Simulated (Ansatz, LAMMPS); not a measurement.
# Site preference of a vacancy of Si in glassy 69SiO2-19Al2O3-6SrO-6Li2O (mol %) (106 atoms), part 3 of 4

At which site of glassy 69SiO2-19Al2O3-6SrO-6Li2O (mol %) (106 atoms) does a vacancy of Si cost least, and what about the site decides it?

Ansatz 0.2.0; Kohn-Sham DFT, PBE, PAW (set soft_2), plane waves.

The cell: 22 Si, 12 Al, 2 Sr, 4 Li and 66 O. The quench rate of 50 K/ps is orders of magnitude faster than experiment. The starting topology of bonds comes from the classical model. Sampling is at Γ alone, for a cell whose shortest periodic width is 11 Å.

So far. Step 2 (Single point at the start): The r.m.s. force at the start is 1.2 eV/Å. Step 3 (Relaxation): The relaxation converged after 14 steps, 7.68 eV below its start, with a largest force component of 0.020 eV/Å.

## Step 5: Vacancy of Si, site Si6

The site has 4 bonded neighbours (O4) at 1.66 Å on average, by cutoffs that count no bonds between two metal atoms or like ions. The change is made in the relaxed cell and the atoms are relaxed again, with spin allowed.

Contents of input.yaml:

```yaml
crystal:
  lattice:
    - [11.0396, 0.0, 0.0]
    - [0.0, 11.0396, 0.0]
    - [0.0, 0.0, 11.0396]
  atoms:
    [... atom lines 1 to 2 left out ...]
    - { symbol: Si, position: [0.45803, 0.21214, 0.63233] }
    - { symbol: Si, position: [0.46361, 0.14463, 0.16511] }
    - { symbol: Si, position: [0.90352, 0.39832, 0.62931] }
    - { symbol: Si, position: [0.26128, 0.71595, 0.73239] }
    - { symbol: Si, position: [0.04059, 0.06248, 0.85246] }
    - { symbol: Si, position: [0.48921, 0.92344, 0.01077] }
    - { symbol: Si, position: [0.74883, 0.98257, 0.88267] }
    [... atom lines 10 to 105 left out ...]
magnetization:
  spin_polarized: true
kpoints:
  mp_grid: { grid: [1, 1, 1] }
hamiltonian:
  xc: pbe
scf:
  occupations: { method: fermi_dirac, width: 0.025 }
  lower_state_search: "off"
output:
  forces: true
  eigenvalues: true
relax:
  f_tol: 0.05
  max_steps: 90
```

Launch:

```
$ ansatz run input.yaml --threads 4 --pin off --max-ram 8192MiB --backend cpu --events-out ev --progress --plain --runs-dir out
```

Numbers of over 12 decimals in the logs are rounded to 6 here.

The program printed:

```text
[...]
Crystal: 105 atoms, lattice volume = 1345.427 Å³
Basis set: ecut = 420 eV, 26193 PW (Γ), exchange–correlation on 150×150×150 points (8 copies of the dense FFT grid, shifted against one another)
Bands: 381, of which v1, the nominal top of the filled ones, is band 274 counted from 1 (273 counted from 0)
Symmetry: 1 space group operations
[...]
k-points: 1
[...]
Starting moments: Σ|m| = 2.4 μB on 4 of 105 sites
[...]
SCF iter   1: F=—  HF=-65330.262437 eV  |F-HF|=—  |Δ(HF+E_count)|=         —  Δρ=6.29e-2 (↑5.95e-2 ↓6.29e-2)  dr2=2.31e2  dr2_m=1.04e0  M=2.001 μB ∫|m|=2.207 μB  β_m=0.30  ethr=3.10e-3  ⟨swp⟩=8.0  Hψ=3746  notcnv=0  defer=155
[...]
spin=Collinear: Resta preconditioning applied to the charge; magnetization (m = ρ↑ − ρ↓) channel mixes plain (no charge-response kernel on spin).
SCF iter   2: F=—  HF=-65289.558091 eV  |F-HF|=—  |Δ(HF+E_count)|=    4.07e1  Δρ=4.25e-2 (↑3.50e-2 ↓4.25e-2)  dr2=1.05e2  dr2_m=9.61e-1  M=1.992 μB ∫|m|=2.175 μB  β_m=0.30  ethr=3.10e-3  ⟨swp⟩=3.0  Hψ=1451  notcnv=0  defer=194
SCF iter   3: F=—  HF=-65278.385836 eV  |F-HF|=—  |Δ(HF+E_count)|=    1.12e1  Δρ=3.13e-2 (↑2.27e-2 ↓3.13e-2)  dr2=4.93e1  dr2_m=6.97e-1  M=2.369 μB ∫|m|=2.508 μB  β_m=0.30  ethr=3.10e-3  ⟨swp⟩=3.0  Hψ=1428  notcnv=0  defer=194
[...]
SCF iter  15: F=—  HF=-65269.691507 eV  |F-HF|=—  |Δ(HF+E_count)|=   3.11e-1  Δρ=1.08e-2 (↑2.64e-3 ↓1.08e-2)  dr2=3.77e0  dr2_m=2.64e-1  M=4.000 μB ∫|m|=4.162 μB  β_m=0.30  ethr=2.43e-4  ⟨swp⟩=2.5  Hψ=1167  notcnv=0  defer=199
[...]
spin-set hold released at iteration 15 (site moments' squared step at or under half its running peak, from the soft ceiling on): the magnetisation degrees of freedom join the quasi-Newton model from the next iteration; the mixer history was flushed
SCF iter  16: F=—  HF=-65270.142148 eV  |F-HF|=—  |Δ(HF+E_count)|=   4.51e-1  Δρ=2.11e-2 (↑5.84e-3 ↓2.11e-2)  dr2=1.30e1  dr2_m=1.09e0  M=3.029 μB ∫|m|=3.308 μB  β_m=0.17  ethr=2.43e-4  ⟨swp⟩=4.0  Hψ=1051  notcnv=0  defer=199  recentre
SCF iter  17: F=—  HF=-65269.512294 eV  |F-HF|=—  |Δ(HF+E_count)|=   6.30e-1  Δρ=5.37e-3 (↑2.07e-3 ↓5.37e-3)  dr2=1.18e0  dr2_m=6.52e-2  M=3.997 μB ∫|m|=4.146 μB  β_m=0.19  ethr=2.43e-4  ⟨swp⟩=2.5  Hψ=1313  notcnv=0  defer=199
[...]
SCF iter  31: F=-65269.533900 eV  HF=-65269.533930 eV  |F-HF|=3.01e-5  |Δ(HF+E_count)|=   2.77e-5  Δρ=4.91e-5 (↑1.83e-5 ↓4.91e-5)  dr2=4.70e-5  dr2_m=8.23e-6  M=3.984 μB ∫|m|=4.180 μB  β_m=0.35  ethr=1.14e-8  ⟨swp⟩=15.0  Hψ=5017  notcnv=0
SCF iter  32: F=-65269.533927 eV  HF=-65269.533934 eV  |F-HF|=7.30e-6  |Δ(HF+E_count)|=   4.16e-6  Δρ=3.19e-5 (↑9.66e-6 ↓3.19e-5)  dr2=1.30e-5  dr2_m=3.71e-6  M=3.984 μB ∫|m|=4.180 μB  ethr=8.58e-9  ⟨swp⟩=2.5  Hψ=2282  notcnv=0
SCF 1 converged in 32 iterations: F = -65269.533927 eV  dr2 = 1.30e-5
[...]
relax step   1: F+E_penalty+E_count = -65269.53392702 eV  Δ(F+E_penalty+E_count) = +0.000e0 eV  max|allowed force component| = 1.831e0 eV/Å  Δτ_max = 0.0000 Å  (32 SCF iters, dr2 threshold 6.25e-5 eV, accepted)
[... from here on, the SCF cycles and remarks between the steps are left out ...]
relax step   2: F+E_penalty+E_count = -65270.07707189 eV  Δ(F+E_penalty+E_count) = -5.431e-1 eV  max|allowed force component| = 1.575e0 eV/Å  Δτ_max = 0.1333 Å  (15 SCF iters, dr2 threshold 1.00e-4 eV, accepted)
relax step   3: F+E_penalty+E_count = -65270.52601718 eV  Δ(F+E_penalty+E_count) = -4.489e-1 eV  max|allowed force component| = 5.701e-1 eV/Å  Δτ_max = 0.1949 Å  (16 SCF iters, dr2 threshold 1.00e-4 eV, accepted)
relax step   4: F+E_penalty+E_count = -65270.68187295 eV  Δ(F+E_penalty+E_count) = -1.559e-1 eV  max|allowed force component| = 2.691e-1 eV/Å  Δτ_max = 0.1963 Å  (17 SCF iters, dr2 threshold 4.26e-5 eV, accepted)
relax step   5: F+E_penalty+E_count = -65270.78834744 eV  Δ(F+E_penalty+E_count) = -1.065e-1 eV  max|allowed force component| = 2.303e-1 eV/Å  Δτ_max = 0.1945 Å  (17 SCF iters, dr2 threshold 9.48e-6 eV, accepted)
relax step   6: F+E_penalty+E_count = -65270.89954998 eV  Δ(F+E_penalty+E_count) = -1.112e-1 eV  max|allowed force component| = 2.452e-1 eV/Å  Δτ_max = 0.1915 Å  (20 SCF iters, dr2 threshold 1.18e-5 eV, accepted)
relax step   7: F+E_penalty+E_count = -65271.00543592 eV  Δ(F+E_penalty+E_count) = -1.059e-1 eV  max|allowed force component| = 2.266e-1 eV/Å  Δτ_max = 0.1906 Å  (15 SCF iters, dr2 threshold 4.40e-5 eV, accepted)
relax step   8: F+E_penalty+E_count = -65271.10235465 eV  Δ(F+E_penalty+E_count) = -9.692e-2 eV  max|allowed force component| = 3.035e-1 eV/Å  Δτ_max = 0.1951 Å  (17 SCF iters, dr2 threshold 4.38e-5 eV, accepted)
relax step   9: F+E_penalty+E_count = -65271.19464033 eV  Δ(F+E_penalty+E_count) = -9.229e-2 eV  max|allowed force component| = 3.653e-1 eV/Å  Δτ_max = 0.1909 Å  (13 SCF iters, dr2 threshold 7.86e-5 eV, accepted)
relax step  10: F+E_penalty+E_count = -65271.28850061 eV  Δ(F+E_penalty+E_count) = -9.386e-2 eV  max|allowed force component| = 2.680e-1 eV/Å  Δτ_max = 0.1951 Å  (14 SCF iters, dr2 threshold 1.00e-4 eV, accepted)
relax step  11: F+E_penalty+E_count = -65271.36755100 eV  Δ(F+E_penalty+E_count) = -7.905e-2 eV  max|allowed force component| = 2.516e-1 eV/Å  Δτ_max = 0.1980 Å  (14 SCF iters, dr2 threshold 3.86e-5 eV, accepted)
relax step  12: F+E_penalty+E_count = -65271.44871512 eV  Δ(F+E_penalty+E_count) = -8.116e-2 eV  max|allowed force component| = 2.963e-1 eV/Å  Δτ_max = 0.2000 Å  (15 SCF iters, dr2 threshold 3.41e-5 eV, accepted)
relax step  13: F+E_penalty+E_count = -65271.53649765 eV  Δ(F+E_penalty+E_count) = -8.778e-2 eV  max|allowed force component| = 3.467e-1 eV/Å  Δτ_max = 0.1900 Å  (15 SCF iters, dr2 threshold 7.74e-5 eV, accepted)
relax step  14: F+E_penalty+E_count = -65271.64507688 eV  Δ(F+E_penalty+E_count) = -1.086e-1 eV  max|allowed force component| = 4.150e-1 eV/Å  Δτ_max = 0.1929 Å  (15 SCF iters, dr2 threshold 1.00e-4 eV, accepted)
relax step  15: F+E_penalty+E_count = -65271.75497683 eV  Δ(F+E_penalty+E_count) = -1.099e-1 eV  max|allowed force component| = 2.970e-1 eV/Å  Δτ_max = 0.1959 Å  (12 SCF iters, dr2 threshold 1.00e-4 eV, accepted)
relax step  16: F+E_penalty+E_count = -65271.85493456 eV  Δ(F+E_penalty+E_count) = -9.996e-2 eV  max|allowed force component| = 3.636e-1 eV/Å  Δτ_max = 0.1940 Å  (12 SCF iters, dr2 threshold 4.52e-5 eV, accepted)
relax step  17: F+E_penalty+E_count = -65271.94957962 eV  Δ(F+E_penalty+E_count) = -9.465e-2 eV  max|allowed force component| = 2.553e-1 eV/Å  Δτ_max = 0.2000 Å  (15 SCF iters, dr2 threshold 6.77e-5 eV, accepted)
relax step  18: F+E_penalty+E_count = -65271.99264709 eV  Δ(F+E_penalty+E_count) = -4.307e-2 eV  max|allowed force component| = 3.178e-1 eV/Å  Δτ_max = 0.0742 Å  (12 SCF iters, dr2 threshold 3.22e-5 eV, accepted)
relax step  19: F+E_penalty+E_count = -65272.06481021 eV  Δ(F+E_penalty+E_count) = -7.216e-2 eV  max|allowed force component| = 4.819e-1 eV/Å  Δτ_max = 0.1935 Å  (13 SCF iters, dr2 threshold 4.98e-5 eV, accepted)
relax step  20: F+E_penalty+E_count = -65272.12026417 eV  Δ(F+E_penalty+E_count) = -5.545e-2 eV  max|allowed force component| = 3.338e-1 eV/Å  Δτ_max = 0.2000 Å  (12 SCF iters, dr2 threshold 1.00e-4 eV, accepted)
relax step  21: F+E_penalty+E_count = -65272.09547698 eV  Δ(F+E_penalty+E_count) = +2.479e-2 eV  max|allowed force component| = 4.802e-1 eV/Å  Δτ_max = 0.1951 Å  (14 SCF iters, dr2 threshold 5.35e-5 eV, rejected (line search))
relax step  22: F+E_penalty+E_count = -65272.17361531 eV  Δ(F+E_penalty+E_count) = -5.335e-2 eV  max|allowed force component| = 1.176e-1 eV/Å  Δτ_max = 0.0936 Å  (20 SCF iters, accepted)
relax step  23: F+E_penalty+E_count = -65272.18933107 eV  Δ(F+E_penalty+E_count) = -1.572e-2 eV  max|allowed force component| = 1.460e-1 eV/Å  Δτ_max = 0.1000 Å  (17 SCF iters, accepted)
relax step  24: F+E_penalty+E_count = -65272.20694154 eV  Δ(F+E_penalty+E_count) = -1.761e-2 eV  max|allowed force component| = 6.979e-2 eV/Å  Δτ_max = 0.0472 Å  (12 SCF iters, dr2 threshold 2.65e-6 eV, accepted)
relax step  25: F+E_penalty+E_count = -65272.21356495 eV  Δ(F+E_penalty+E_count) = -6.623e-3 eV  max|allowed force component| = 5.148e-2 eV/Å  Δτ_max = 0.0313 Å  (16 SCF iters, accepted)
relax step  26: F+E_penalty+E_count = -65272.21807048 eV  Δ(F+E_penalty+E_count) = -4.506e-3 eV  max|allowed force component| = 4.478e-2 eV/Å  Δτ_max = 0.0267 Å  (17 SCF iters, accepted)
SCF converged after 17 iterations
Magnetization: 3.9905 μB (275.9952 up, 272.0048 down)
Absolute magnetization: 4.2618 μB (∫|ρ↑−ρ↓|, with the PAW one-centre terms)
[...]
Per-site moments (μB) at R_I (Å): [(-0.000207071, 0.669891), (-0.000178738, 0.653613), (1.8332584694348685e-6, 0.667526), (-7.979946228839531e-5, 0.664304), (2.4983957330954362e-5, [...]
Free energy (F): -65272.218070 eV
[...]
Internal energy: -65272.182865 eV  (E = F + TS)
E sigma→0 (E₀):  -65272.200468 eV
Entropy (-TS):   -0.035206 eV (-0.335 meV/atom)
Fermi energy:    3.468711 eV
[...]
Σ components = -65272.218070   (vs F -65272.218070, Δ=0.00e0)
--- Forces (eV/Å), atoms counted from 1 ---
  atom   1  Si    -0.00653539     0.01282174    -0.01792491
  atom   2  Si     0.03121403    -0.01046865     0.01547188
  atom   3  Si     0.00731938    -0.01743249    -0.00720101
  atom   4  Si     0.00732317    -0.00428048     0.00405736
[...]
atom 105  O      0.00339236     0.00044100     0.01024102
  max |Σ_I F_I| component: 6.30e-5 eV/Å
--- Band table (eV) ---
[...]
--- Relaxed structure (26 steps of the walk, 25 accepted, 0 SCFs on fresh bases) ---
  F+E_penalty+E_count = -65272.21807048 eV   max|allowed force component| = 4.478e-2 eV/Å
  atoms:
    - { symbol: Si, position: [0.797431, 0.126144, 0.458533] }
    - { symbol: Si, position: [0.039334, 0.692554, 0.377720] }
    - { symbol: Si, position: [0.454547, 0.218705, 0.626365] }
    - { symbol: Si, position: [0.454253, 0.140966, 0.165745] }
[...]
- { symbol: O, position: [0.591840, 0.235887, 0.678213] }
```

Run time: 7.5 min. Hardware: 4 threads of Intel Xeon 6975P-C (Granite Rapids), shared host; peak memory 3.2 GiB.

The relaxation converged after 26 steps, 2.68 eV below its start, with a largest force component of 0.045 eV/Å.

The surroundings of the place of the removed atom, after relaxation: 14 atoms, nearest first, with positions taken from that point. Atoms keep their numbers of the cell before the removal, where the removed atom was number 6.

```
atom      x      y      z  distance (Å)  bonds  moment (μB)
Li38   0.33  -0.57   0.01          0.66      4         0.00
 O42   0.34   1.37   0.45          1.48      2         0.43
O101  -1.36  -0.51  -0.77          1.64      2         0.82
 O45   0.59  -0.29   1.90          2.01      3         0.25
 O96   0.76  -0.95  -1.83          2.20      2         0.45
 O91  -0.41  -2.81   0.09          2.84      2         0.13
 Si1   1.00   2.78   0.92          3.10      4         0.00
 O46  -1.91   0.43   2.45          3.13      2         0.00
Si22  -0.57  -0.24   3.07          3.13      4         0.00
Si14   1.62  -0.03  -2.89          3.31      4         0.00
 O51   2.96  -1.11   1.11          3.35      2         0.06
Al34   2.34  -0.16   2.41          3.36      4         0.00
Al25  -2.91  -0.77  -1.58          3.40      4         0.00
 O44   2.32   1.27  -2.24          3.46      2         0.00
```

The column of bonds counts only the pairs O-Si within 2.16 Å, O-Al within 2.19 Å, O-Li within 2.27 Å, O-Sr within 3.27 Å; other neighbours, such as metal atoms beside each other in a compound, aren't counted, and periodic images can show an atom twice.

The largest move is 3.22 Å, by Li38.

## Step 6: Vacancy of Si, site Si10

The site has 5 bonded neighbours (O5) at 1.74 Å on average. 

Input and log are left out; they have the form of those shown for this kind of step.

Elapsed: 7.7 min, on 4 threads of Intel Xeon 6975P-C (Granite Rapids), shared host; peak memory 3 GiB; 30 min of CPU time.

The relaxation converged after 26 steps, 3.37 eV below its start, with a largest force component of 0.046 eV/Å.

The surroundings of the place of the removed atom, after relaxation: 10 atoms, nearest first, with positions taken from that point. Atoms keep their numbers of the cell before the removal, where the removed atom was number 10.

```
atom      x      y      z  distance (Å)  bonds  moment (μB)
 O80   0.05  -0.76   1.34          1.54      1         0.71
 O43  -1.70  -1.11   0.33          2.06      1         0.55
 O87  -0.11   2.47  -0.25          2.48      3         0.01
O100   0.35  -0.80  -2.40          2.55      2         0.24
 O72   2.13   1.06  -1.08          2.61      1         0.40
Si14   1.02  -1.17   2.64          3.06      4         0.00
Si18   0.00   2.42  -1.89          3.07      4         0.00
Li37  -1.46   2.59   1.10          3.17      3         0.00
 Si9  -2.86  -0.98   1.46          3.35      4         0.00
 O83   2.20  -2.13  -1.58          3.45      2         0.19
```

The column of bonds counts only the pairs O-Si within 2.08 Å, O-Al within 2.33 Å, O-Li within 2.43 Å, O-Sr within 3.05 Å; other neighbours, such as metal atoms beside each other in a compound, aren't counted, and periodic images can show an atom twice.

The largest move is 1.22 Å, by O72.

## Step 7: Vacancy of Si, site Si17

The site has 4 bonded neighbours (O4) at 1.62 Å on average. 

Input and log are left out; they have the form of those shown for this kind of step.

Run time: 4.8 min. Hardware: 4 threads of Intel Xeon 6975P-C (Granite Rapids), shared host; peak memory 3 GiB.

The relaxation converged after 20 steps, 2.06 eV below its start, with a largest force component of 0.044 eV/Å.

The surroundings of the place of the removed atom, after relaxation: 13 atoms, nearest first, with positions taken from that point. Atoms keep their numbers of the cell before the removal, where the removed atom was number 17.

```
atom      x      y      z  distance (Å)  bonds  moment (μB)
 O54  -1.09  -0.91   0.24          1.44      1         0.90
 O68   0.78  -0.87  -1.11          1.61      1         0.49
 O77   1.50   0.28   0.77          1.71      2         0.50
 O49  -0.52   2.18   0.79          2.37      2         0.36
Al32   1.03   1.90   1.57          2.67      5         0.00
Si16   0.70  -0.25  -2.64          2.74      4         0.00
 Si2  -1.43  -2.06   1.47          2.91      4         0.00
Al25   2.84  -0.77   0.32          2.96      4         0.00
 O79   0.03  -2.42   2.02          3.15      2         0.06
 O94  -2.61  -1.26  -1.33          3.19      2         0.14
 O60  -0.61   0.58  -3.07          3.19      2         0.00
 O44  -2.86   1.43  -0.73          3.28      2         0.01
Al23  -2.10   2.58   0.27          3.34      4         0.00
```

The column of bonds counts only the pairs O-Si within 2.16 Å, O-Al within 2.19 Å, O-Li within 2.43 Å, O-Sr within 3.08 Å; other neighbours, such as metal atoms beside each other in a compound, aren't counted, and periodic images can show an atom twice.

The largest move is 1.26 Å, by O68.

## Step 8: Vacancy of Si, site Si4

The site has 4 bonded neighbours (O4) at 1.65 Å on average. 

Input and log are left out; they have the form of those shown for this kind of step.

Run time: 6 min. Hardware: 4 threads of Intel Xeon 6975P-C (Granite Rapids), shared host; peak memory 3.1 GiB; 23 min of CPU time.

The relaxation converged after 22 steps, 1.95 eV below its start, with a largest force component of 0.046 eV/Å.

The surroundings of the place of the removed atom, after relaxation: 12 atoms, nearest first, with positions taken from that point. Atoms keep their numbers of the cell before the removal, where the removed atom was number 4.

```
atom      x      y      z  distance (Å)  moment (μB)
 O78   1.38   0.81   0.22          1.62         0.80
O104  -0.07   0.77  -1.45          1.65         1.09
O103  -1.01   0.43   1.68          2.00         0.20
 O82   0.68  -2.05  -0.21          2.17         0.07
Al28   0.74   1.09   1.94          2.34         0.00
Li37   1.80   0.82  -1.70          2.62         0.00
 Si9   0.46  -2.56  -1.73          3.12         0.00
Li39  -1.37   2.28   1.68          3.15         0.00
 O59   0.44   2.82   1.60          3.28         0.29
 O50  -1.02  -2.07  -2.36          3.30         0.01
Li38   0.53  -1.60   2.88          3.34         0.00
Al32  -2.20  -0.62   2.47          3.36         0.00
```

The largest move is 0.70 Å, by Al28.

## Step 9: Vacancy of Si, site Si12

The site has 4 bonded neighbours (O4) at 1.64 Å on average. 

Input and log are left out; they have the form of those shown for this kind of step.

It took 9.3 min on 4 threads of Intel Xeon 6975P-C (Granite Rapids), shared host; peak memory 3.1 GiB.

The relaxation converged after 37 steps, 2.05 eV below its start, with a largest force component of 0.029 eV/Å.

(Part 3 of 4 ends here.)

[Logs are printed without paths, hosts, clocks, repeated set-up lines and the standing remarks that a program may print on its own settings, such as how far it seeks lower states.]

[Hosts, paths, dates, database ids (printed as entryN), source tags and the programs' standing remarks are cut or masked in the printed files.]
